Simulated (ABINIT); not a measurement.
**BN (Qingsongite): a self-consistent loop beyond G0W0, cycle by cycle**

Aim: iterate the self-energy on BN (Qingsongite) and follow the gap from cycle to cycle.

Method: PBE and many-body steps on it, plane waves, in ABINIT 10.8.3.

Most raw output is cut from this account.

## Step 1: Starting point

It takes space group F-43m (No. 216, cubic). Conventional cell: a = 3.615 Å, b = 3.615 Å, c = 3.615 Å, α = 90.00°, β = 90.00°, γ = 90.00°. Nearest to B lie 4 N at 1.57 Å. Nearest to N lie 4 B at 1.57 Å. Farther neighbours and most contacts between anions are not listed.

The cell and positions come from the Crystallography Open Database and are kept as given unless a step says otherwise.

## Step 2: Empty states on the mesh, 6×6×6 mesh, 66 bands

This step: ABINIT 10.8.3; DFT, PBE, plane waves, norm-conserving pseudopotentials.

The sums over transitions need many empty states on a uniform mesh; this step solves for them.

The input, run.abi:

```
acell 3*1.0 Angstrom
rprim 
  -0.000000000000 1.807500000000 1.807500000000
  1.807500000000 0.000000000000 1.807500000000
  1.807500000000 1.807500000000 -0.000000000000
ntypat 2
znucl 5 7
natom 2
typat 1 2
xred 
  0.000000000000 0.000000000000 0.000000000000
  0.250000000000 0.250000000000 0.250000000000
pp_dirpath "pseudos"
pseudos "B.upf, N.upf"
ecut 36
ngkpt 6 6 6
nshiftk 1
shiftk 0 0 0
kptopt 1
chksymbreak 0
irdden 1
istwfk *1
nband 66
prtvol 0
optdriver 6
gwr_task "HDIAGO"
paral_kgb 0
occopt 1
indata_prefix "in"
outdata_prefix "out"
tmpdata_prefix "tmp"
```

On the command line:

```sh
$ OMP_NUM_THREADS=1 mpirun -n 4 abinit run.abi > log
```

The job ended after 4.2 s (4 MPI ranks of Arm Neoverse V2, shared host; peak memory 0.3 GiB; 16 s of CPU time).

This step gave:

```
gap                                                           : 4.535 eV
k of the valence top                                          : 0, 0, 0
k of the conduction bottom                                    : 0.5, 0.5, 0
least direct gap                                              : 8.878 eV
k points computed                                             : 16
lowest point of the top converged band, above the valence top : 124.3645 eV
```

On this mesh the gap is 4.535 eV.

The density comes from a self-consistent run that is not shown.

## Step 3: Screening, 6×6×6 mesh, 58 bands, screening to 217.7 eV

The RPA dielectric matrix is built and inverted for each q.

This step: RPA screening on PBE, plane waves, norm-conserving pseudopotentials.

Changes to run.abi since step 2:

```diff
@@ -20,10 +20,11 @@
 chksymbreak 0
-irdden 1
 istwfk *1
-nband 66
-prtvol 0
-optdriver 6
-gwr_task "HDIAGO"
-paral_kgb 0
 occopt 1
+irdwfk 1
+optdriver 3
+nband 58
+ecuteps 8
+inclvkb 2
+awtr 1
+symchi 1
 indata_prefix "in"
```

The job ended after 6.6 s (4 MPI ranks; peak memory 0.42 GiB).

This step gave:

```yaml
eps_infinity_with_local_fields_on_this_mesh_along_the_program_s_q_direction: 4.397
the_same_without_local_fields: 4.742
plasma_frequency: 30.56 eV
plane_waves_in_the_screening_matrix: 65
```

Local fields lower ε∞ by 7 %. On a Γ-centred mesh this coarse the value itself is usually too large, while a short band sum pulls it down.

## Step 4: G0W0

The self-energy is evaluated for the states that the input lists, and the levels follow from it, in one-shot runs by the linearised quasiparticle equation.

This step: G0W0 on PBE, plane waves, norm-conserving pseudopotentials.

Changes to run.abi since step 3:

```diff
@@ -23,8 +23,17 @@
 irdwfk 1
-optdriver 3
+optdriver 4
 nband 58
+gwcalctyp 0
+ecutsigx 36
+symsigma 1
+nkptgw 2
+kptgw 
+  0.0000000000 0.0000000000 0.0000000000
+  0.5000000000 0.5000000000 0.0000000000
+bdgw 
+  2 7
+  3 6
 ecuteps 8
-inclvkb 2
-awtr 1
-symchi 1
+irdscr 1
+ppmodel 1
 indata_prefix "in"
```

Run time: 2.3 s. Hardware: 4 MPI ranks; peak memory 0.11 GiB; 8.8 s of CPU time.

Numbers from this step:

```yaml
g0w0_gap_on_the_points_computed: 5.952 eV
starting_gap_on_the_mesh: 4.535 eV
k_of_the_valence_top: 0, 0, 0
k_of_the_conduction_bottom: 0.5, 0.5, 0
z_at_the_valence_top: 0.828
z_at_the_conduction_bottom: 0.854
least_direct_g0w0_gap_on_the_computed_points: 10.87 eV
```

The gap on the mesh goes from 4.53 eV to 5.95 eV, a correction of +1.42 eV.

## Step 5: QSGW, cycle 1

This step: QSGW on PBE, plane waves, norm-conserving pseudopotentials.

Changes to run.abi since step 4:

```diff
@@ -25,12 +25,40 @@
 nband 58
-gwcalctyp 0
+gwcalctyp 28
 ecutsigx 36
-symsigma 1
-nkptgw 2
+symsigma 0
+nkptgw 16
 kptgw 
   0.0000000000 0.0000000000 0.0000000000
+  0.1666666667 0.0000000000 0.0000000000
+  0.3333333333 0.0000000000 0.0000000000
+  0.5000000000 0.0000000000 0.0000000000
+  0.1666666667 0.1666666667 0.0000000000
+  0.3333333333 0.1666666667 0.0000000000
+  0.5000000000 0.1666666667 0.0000000000
+  -0.3333333333 0.1666666667 0.0000000000
+  -0.1666666667 0.1666666667 0.0000000000
+  0.3333333333 0.3333333333 0.0000000000
+  0.5000000000 0.3333333333 0.0000000000
+  -0.3333333333 0.3333333333 0.0000000000
   0.5000000000 0.5000000000 0.0000000000
+  0.5000000000 0.3333333333 0.1666666667
+  -0.3333333333 0.3333333333 0.1666666667
+  -0.3333333333 0.5000000000 0.1666666667
 bdgw 
-  2 7
-  3 6
+  1 14
+  1 14
+  1 14
+  1 14
+  1 14
+  1 14
+  1 14
+  1 14
+  1 14
+  1 14
+  1 14
+  1 14
+  1 14
+  1 14
+  1 14
+  1 14
 ecuteps 8
@@ -38,2 +66,3 @@
 ppmodel 1
+rhoqpmix 0.3
 indata_prefix "in"
```

The job ended after 71 s (4 MPI ranks; peak memory 0.64 GiB; 4.7 min of CPU time).

This step gave:

```yaml
quasiparticle_gap_on_the_mesh: 6.219 eV
gap_of_the_density_functional_on_the_mesh: 4.535 eV
k_of_the_valence_top: 0, 0, 0
k_of_the_conduction_bottom: 0.5, 0.5, 0
z_at_the_valence_top: 1
z_at_the_conduction_bottom: 1
least_direct_quasiparticle_gap_on_the_computed_points: 11.27 eV
```

Against G0W0 in ABINIT (6×6×6 mesh, 58 bands, screening to 217.7 eV, Godby-Needs plasmon pole), the gap moves by +0.267 eV.

## Step 6: Screening, 6×6×6 mesh, 58 bands, screening to 217.7 eV

This step: RPA screening on PBE, plane waves, norm-conserving pseudopotentials.

The input, run.abi:

```
acell 3*1.0 Angstrom
rprim 
  -0.000000000000 1.807500000000 1.807500000000
  1.807500000000 0.000000000000 1.807500000000
  1.807500000000 1.807500000000 -0.000000000000
ntypat 2
znucl 5 7
natom 2
typat 1 2
xred 
  0.000000000000 0.000000000000 0.000000000000
  0.250000000000 0.250000000000 0.250000000000
pp_dirpath "pseudos"
pseudos "B.upf, N.upf"
ecut 36
ngkpt 6 6 6
nshiftk 1
shiftk 0 0 0
kptopt 1
chksymbreak 0
istwfk *1
occopt 1
irdwfk 1
optdriver 3
nband 58
ecuteps 8
inclvkb 2
awtr 1
symchi 1
gwcalctyp 28
mbpt_sciss 2.450 eV
nqptdm 1
qptdm 
  0 0 0
indata_prefix "in"
outdata_prefix "out"
tmpdata_prefix "tmp"
```

Wall time 1.7 s (4 MPI ranks); peak memory 0.11 GiB.

Numbers from this step:

* ε∞ with local fields, on this mesh, along the program's q direction: 3.880
* the same without local fields: 4.141
* plasma frequency: 30.56 eV
* plane waves in the screening matrix: 65

This screening uses the functional's bands under a rigid shift, the mean opening of the cycle before.

## Step 7: Screening, 6×6×6 mesh, 58 bands, screening to 217.7 eV

This step: RPA screening on PBE from quasiparticle energies and orbitals, plane waves, norm-conserving pseudopotentials.

Changes to run.abi since step 6:

```diff
@@ -29,7 +29,21 @@
 symchi 1
+irdqps 1
 gwcalctyp 28
-mbpt_sciss 2.450 eV
-nqptdm 1
+nqptdm 15
 qptdm 
-  0 0 0
+  0.1666666667 0.0000000000 0.0000000000
+  0.3333333333 0.0000000000 0.0000000000
+  0.5000000000 0.0000000000 0.0000000000
+  0.1666666667 0.1666666667 0.0000000000
+  0.3333333333 0.1666666667 0.0000000000
+  0.5000000000 0.1666666667 0.0000000000
+  -0.3333333333 0.1666666667 0.0000000000
+  -0.1666666667 0.1666666667 0.0000000000
+  0.3333333333 0.3333333333 0.0000000000
+  0.5000000000 0.3333333333 0.0000000000
+  -0.3333333333 0.3333333333 0.0000000000
+  0.5000000000 0.5000000000 0.0000000000
+  0.5000000000 0.3333333333 0.1666666667
+  -0.3333333333 0.3333333333 0.1666666667
+  -0.3333333333 0.5000000000 0.1666666667
 indata_prefix "in"
```

The input, mrgscr.stdin:

```
2
merged
q0_SCR
out_SCR
1
```

On the command line:

```sh
$ OMP_NUM_THREADS=1 mpirun -n 4 abinit run.abi > log; mrgscr < mrgscr.stdin
```

The job ended after 6.4 s (4 MPI ranks; peak memory 0.41 GiB; 25 s of CPU time).

This step gave:

| Item | Value |
| --- | --- |
| plasma frequency | 30.56 eV |
| plane waves in the screening matrix | 65 |

This screening reads the quasiparticle levels of the cycle before.

## Step 8: QSGW, cycle 2

The corrected levels of the last cycle go back in.

This step: QSGW on PBE, plane waves, norm-conserving pseudopotentials.

Changes to run.abi since step 7:

```diff
@@ -23,12 +23,10 @@
 irdwfk 1
-optdriver 3
+optdriver 4
 nband 58
-ecuteps 8
-inclvkb 2
-awtr 1
-symchi 1
-irdqps 1
 gwcalctyp 28
-nqptdm 15
-qptdm 
+ecutsigx 36
+symsigma 0
+nkptgw 16
+kptgw 
+  0.0000000000 0.0000000000 0.0000000000
   0.1666666667 0.0000000000 0.0000000000
@@ -48,2 +46,24 @@
   -0.3333333333 0.5000000000 0.1666666667
+bdgw 
+  1 14
+  1 14
+  1 14
+  1 14
+  1 14
+  1 14
+  1 14
+  1 14
+  1 14
+  1 14
+  1 14
+  1 14
+  1 14
+  1 14
+  1 14
+  1 14
+ecuteps 8
+irdscr 1
+ppmodel 1
+irdqps 1
+rhoqpmix 0.3
 indata_prefix "in"
```

On the command line:

```sh
$ OMP_NUM_THREADS=1 mpirun -n 4 abinit run.abi > log
```

Run time: 72 s. Hardware: 4 MPI ranks; peak memory 0.64 GiB.

Numbers from this step:

```yaml
quasiparticle_gap_on_the_mesh: 6.411 eV
gap_of_the_density_functional_on_the_mesh: 4.535 eV
k_of_the_valence_top: 0, 0, 0
k_of_the_conduction_bottom: 0.5, 0.5, 0
least_direct_quasiparticle_gap_on_the_computed_points: 11.48 eV
```

Against the cycle before, the gap moves by +0.192 eV.

## Step 9: Screening, 6×6×6 mesh, 58 bands, screening to 217.7 eV

This step: RPA screening on PBE, plane waves, norm-conserving pseudopotentials.

The input, run.abi:

```
acell 3*1.0 Angstrom
rprim 
  -0.000000000000 1.807500000000 1.807500000000
  1.807500000000 0.000000000000 1.807500000000
  1.807500000000 1.807500000000 -0.000000000000
ntypat 2
znucl 5 7
natom 2
typat 1 2
xred 
  0.000000000000 0.000000000000 0.000000000000
  0.250000000000 0.250000000000 0.250000000000
pp_dirpath "pseudos"
pseudos "B.upf, N.upf"
ecut 36
ngkpt 6 6 6
nshiftk 1
shiftk 0 0 0
kptopt 1
chksymbreak 0
istwfk *1
occopt 1
irdwfk 1
optdriver 3
nband 58
ecuteps 8
inclvkb 2
awtr 1
symchi 1
gwcalctyp 28
mbpt_sciss 2.665 eV
nqptdm 1
qptdm 
  0 0 0
indata_prefix "in"
outdata_prefix "out"
tmpdata_prefix "tmp"
```

Run time: 1.7 s. Hardware: 4 MPI ranks; peak memory 0.11 GiB; 6.6 s of CPU time.

Numbers from this step:

* ε∞ with local fields, on this mesh, along the program's q direction: 3.843
* the same without local fields: 4.098
* plasma frequency: 30.56 eV
* plane waves in the screening matrix: 65

This screening uses the functional's bands under a rigid shift, the mean opening of the cycle before.

## Step 10: Screening, 6×6×6 mesh, 58 bands, screening to 217.7 eV

This step: RPA screening on PBE from quasiparticle energies and orbitals, plane waves, norm-conserving pseudopotentials.

Changes to run.abi since step 9:

```diff
@@ -29,7 +29,21 @@
 symchi 1
+irdqps 1
 gwcalctyp 28
-mbpt_sciss 2.665 eV
-nqptdm 1
+nqptdm 15
 qptdm 
-  0 0 0
+  0.1666666667 0.0000000000 0.0000000000
+  0.3333333333 0.0000000000 0.0000000000
+  0.5000000000 0.0000000000 0.0000000000
+  0.1666666667 0.1666666667 0.0000000000
+  0.3333333333 0.1666666667 0.0000000000
+  0.5000000000 0.1666666667 0.0000000000
+  -0.3333333333 0.1666666667 0.0000000000
+  -0.1666666667 0.1666666667 0.0000000000
+  0.3333333333 0.3333333333 0.0000000000
+  0.5000000000 0.3333333333 0.0000000000
+  -0.3333333333 0.3333333333 0.0000000000
+  0.5000000000 0.5000000000 0.0000000000
+  0.5000000000 0.3333333333 0.1666666667
+  -0.3333333333 0.3333333333 0.1666666667
+  -0.3333333333 0.5000000000 0.1666666667
 indata_prefix "in"
```

mrgscr.stdin is that of step 7.

On the command line:

```sh
$ OMP_NUM_THREADS=1 mpirun -n 4 abinit run.abi > log; mrgscr < mrgscr.stdin
```

The job ended after 6.3 s (4 MPI ranks; peak memory 0.41 GiB; 25 s of CPU time).

Numbers from this step:

* plasma frequency: 30.56 eV
* plane waves in the screening matrix: 65

This screening reads the quasiparticle levels of the cycle before.

## Step 11: QSGW, cycle 3

This step: QSGW on PBE, plane waves, norm-conserving pseudopotentials.

Changes to run.abi since step 10:

```diff
@@ -23,12 +23,10 @@
 irdwfk 1
-optdriver 3
+optdriver 4
 nband 58
-ecuteps 8
-inclvkb 2
-awtr 1
-symchi 1
-irdqps 1
 gwcalctyp 28
-nqptdm 15
-qptdm 
+ecutsigx 36
+symsigma 0
+nkptgw 16
+kptgw 
+  0.0000000000 0.0000000000 0.0000000000
   0.1666666667 0.0000000000 0.0000000000
@@ -48,2 +46,24 @@
   -0.3333333333 0.5000000000 0.1666666667
+bdgw 
+  1 14
+  1 14
+  1 14
+  1 14
+  1 14
+  1 14
+  1 14
+  1 14
+  1 14
+  1 14
+  1 14
+  1 14
+  1 14
+  1 14
+  1 14
+  1 14
+ecuteps 8
+irdscr 1
+ppmodel 1
+irdqps 1
+rhoqpmix 0.3
 indata_prefix "in"
```

On the command line:

```sh
$ OMP_NUM_THREADS=1 mpirun -n 4 abinit run.abi > log
```

Wall time 70 s (4 MPI ranks); peak memory 0.64 GiB.

Numbers from this step:

```yaml
quasiparticle_gap_on_the_mesh: 6.581 eV
gap_of_the_density_functional_on_the_mesh: 4.535 eV
k_of_the_valence_top: 0, 0, 0
k_of_the_conduction_bottom: 0.5, 0.5, 0
least_direct_quasiparticle_gap_on_the_computed_points: 11.70 eV
```

Against the cycle before, the gap moves by +0.170 eV.

## Step 12: Screening, 6×6×6 mesh, 58 bands, screening to 217.7 eV

This step: RPA screening on PBE, plane waves, norm-conserving pseudopotentials.

The input, run.abi:

```
acell 3*1.0 Angstrom
rprim 
  -0.000000000000 1.807500000000 1.807500000000
  1.807500000000 0.000000000000 1.807500000000
  1.807500000000 1.807500000000 -0.000000000000
ntypat 2
znucl 5 7
natom 2
typat 1 2
xred 
  0.000000000000 0.000000000000 0.000000000000
  0.250000000000 0.250000000000 0.250000000000
pp_dirpath "pseudos"
pseudos "B.upf, N.upf"
ecut 36
ngkpt 6 6 6
nshiftk 1
shiftk 0 0 0
kptopt 1
chksymbreak 0
istwfk *1
occopt 1
irdwfk 1
optdriver 3
nband 58
ecuteps 8
inclvkb 2
awtr 1
symchi 1
gwcalctyp 28
mbpt_sciss 2.822 eV
nqptdm 1
qptdm 
  0 0 0
indata_prefix "in"
outdata_prefix "out"
tmpdata_prefix "tmp"
```

Wall time 1.7 s (4 MPI ranks); peak memory 0.11 GiB.

Numbers from this step:

| Item | Value |
| --- | --- |
| ε∞ with local fields, on this mesh, along the program's q direction | 3.816 |
| the same without local fields | 4.067 |
| plasma frequency | 30.56 eV |
| plane waves in the screening matrix | 65 |

This screening uses the functional's bands under a rigid shift, the mean opening of the cycle before.

## Step 13: Screening, 6×6×6 mesh, 58 bands, screening to 217.7 eV

This step: RPA screening on PBE from quasiparticle energies and orbitals, plane waves, norm-conserving pseudopotentials.

Changes to run.abi since step 12:

```diff
@@ -29,7 +29,21 @@
 symchi 1
+irdqps 1
 gwcalctyp 28
-mbpt_sciss 2.822 eV
-nqptdm 1
+nqptdm 15
 qptdm 
-  0 0 0
+  0.1666666667 0.0000000000 0.0000000000
+  0.3333333333 0.0000000000 0.0000000000
+  0.5000000000 0.0000000000 0.0000000000
+  0.1666666667 0.1666666667 0.0000000000
+  0.3333333333 0.1666666667 0.0000000000
+  0.5000000000 0.1666666667 0.0000000000
+  -0.3333333333 0.1666666667 0.0000000000
+  -0.1666666667 0.1666666667 0.0000000000
+  0.3333333333 0.3333333333 0.0000000000
+  0.5000000000 0.3333333333 0.0000000000
+  -0.3333333333 0.3333333333 0.0000000000
+  0.5000000000 0.5000000000 0.0000000000
+  0.5000000000 0.3333333333 0.1666666667
+  -0.3333333333 0.3333333333 0.1666666667
+  -0.3333333333 0.5000000000 0.1666666667
 indata_prefix "in"
```

mrgscr.stdin is that of step 10.

On the command line:

```sh
$ OMP_NUM_THREADS=1 mpirun -n 4 abinit run.abi > log; mrgscr < mrgscr.stdin
```

Wall time 6.4 s (4 MPI ranks); peak memory 0.41 GiB; 25 s of CPU time.

Numbers from this step:

* plasma frequency: 30.56 eV
* plane waves in the screening matrix: 65

This screening reads the quasiparticle levels of the cycle before.

## Step 14: QSGW, cycle 4

This step: QSGW on PBE, plane waves, norm-conserving pseudopotentials.

Changes to run.abi since step 13:

```diff
@@ -23,12 +23,10 @@
 irdwfk 1
-optdriver 3
+optdriver 4
 nband 58
-ecuteps 8
-inclvkb 2
-awtr 1
-symchi 1
-irdqps 1
 gwcalctyp 28
-nqptdm 15
-qptdm 
+ecutsigx 36
+symsigma 0
+nkptgw 16
+kptgw 
+  0.0000000000 0.0000000000 0.0000000000
   0.1666666667 0.0000000000 0.0000000000
@@ -48,2 +46,24 @@
   -0.3333333333 0.5000000000 0.1666666667
+bdgw 
+  1 14
+  1 14
+  1 14
+  1 14
+  1 14
+  1 14
+  1 14
+  1 14
+  1 14
+  1 14
+  1 14
+  1 14
+  1 14
+  1 14
+  1 14
+  1 14
+ecuteps 8
+irdscr 1
+ppmodel 1
+irdqps 1
+rhoqpmix 0.3
 indata_prefix "in"
```

On the command line:

```sh
$ OMP_NUM_THREADS=1 mpirun -n 4 abinit run.abi > log
```

The job ended after 71 s (4 MPI ranks; peak memory 0.64 GiB).

Numbers from this step:

| Item | Value |
| --- | --- |
| quasiparticle gap on the mesh | 6.670 eV |
| gap of the density functional on the mesh | 4.535 eV |
| k of the valence top | 0, 0, 0 |
| k of the conduction bottom | 0.5, 0.5, 0 |
| least direct quasiparticle gap on the computed points | 11.79 eV |

Against the cycle before, the gap moves by +0.089 eV.

## Step 15: Screening, 6×6×6 mesh, 58 bands, screening to 217.7 eV

This step: RPA screening on PBE, plane waves, norm-conserving pseudopotentials.

The input, run.abi:

```
acell 3*1.0 Angstrom
rprim 
  -0.000000000000 1.807500000000 1.807500000000
  1.807500000000 0.000000000000 1.807500000000
  1.807500000000 1.807500000000 -0.000000000000
ntypat 2
znucl 5 7
natom 2
typat 1 2
xred 
  0.000000000000 0.000000000000 0.000000000000
  0.250000000000 0.250000000000 0.250000000000
pp_dirpath "pseudos"
pseudos "B.upf, N.upf"
ecut 36
ngkpt 6 6 6
nshiftk 1
shiftk 0 0 0
kptopt 1
chksymbreak 0
istwfk *1
occopt 1
irdwfk 1
optdriver 3
nband 58
ecuteps 8
inclvkb 2
awtr 1
symchi 1
gwcalctyp 28
mbpt_sciss 2.891 eV
nqptdm 1
qptdm 
  0 0 0
indata_prefix "in"
outdata_prefix "out"
tmpdata_prefix "tmp"
```

It took 1.8 s on 4 MPI ranks; peak memory 0.11 GiB; 6.7 s of CPU time.

This step gave:

```yaml
eps_infinity_with_local_fields_on_this_mesh_along_the_program_s_q_direction: 3.804
the_same_without_local_fields: 4.053
plasma_frequency: 30.56 eV
plane_waves_in_the_screening_matrix: 65
```

This screening uses the functional's bands under a rigid shift, the mean opening of the cycle before.

## Step 16: Screening, 6×6×6 mesh, 58 bands, screening to 217.7 eV

This step: RPA screening on PBE from quasiparticle energies and orbitals, plane waves, norm-conserving pseudopotentials.

Changes to run.abi since step 15:

```diff
@@ -29,7 +29,21 @@
 symchi 1
+irdqps 1
 gwcalctyp 28
-mbpt_sciss 2.891 eV
-nqptdm 1
+nqptdm 15
 qptdm 
-  0 0 0
+  0.1666666667 0.0000000000 0.0000000000
+  0.3333333333 0.0000000000 0.0000000000
+  0.5000000000 0.0000000000 0.0000000000
+  0.1666666667 0.1666666667 0.0000000000
+  0.3333333333 0.1666666667 0.0000000000
+  0.5000000000 0.1666666667 0.0000000000
+  -0.3333333333 0.1666666667 0.0000000000
+  -0.1666666667 0.1666666667 0.0000000000
+  0.3333333333 0.3333333333 0.0000000000
+  0.5000000000 0.3333333333 0.0000000000
+  -0.3333333333 0.3333333333 0.0000000000
+  0.5000000000 0.5000000000 0.0000000000
+  0.5000000000 0.3333333333 0.1666666667
+  -0.3333333333 0.3333333333 0.1666666667
+  -0.3333333333 0.5000000000 0.1666666667
 indata_prefix "in"
```

mrgscr.stdin is that of step 13.

On the command line:

```sh
$ OMP_NUM_THREADS=1 mpirun -n 4 abinit run.abi > log; mrgscr < mrgscr.stdin
```

Wall time 6.4 s (4 MPI ranks); peak memory 0.41 GiB.

Numbers from this step:

```
plasma frequency                    : 30.56 eV
plane waves in the screening matrix : 65
```

This screening reads the quasiparticle levels of the cycle before.

(Continued in part 2 of 2.)

[Paths, hosts, dates, memory and timing lines, banners, echoed tables and standing remarks are left out of the program output.]

[Logs are printed without paths, hosts, clocks, repeated set-up lines and the standing remarks that a program may print on its own settings, such as how far it seeks lower states.]

[Runs of the session that timed out or met a known fault of the program may be left out.]

[Hosts, paths, dates, database ids (printed as entryN), source tags and the programs' standing remarks are cut or masked in the printed files.]

[G0W0 gaps are taken among the corrected bands and points alone; a level outside them can change the order at an edge.]

[Where Ansatz stands beside ABINIT at settings called matched, ABINIT's density can come from a denser mesh and the files from another edition; pairs whose starting gaps differed by over 0.03 eV were left out, so agreement reads better than it is.]
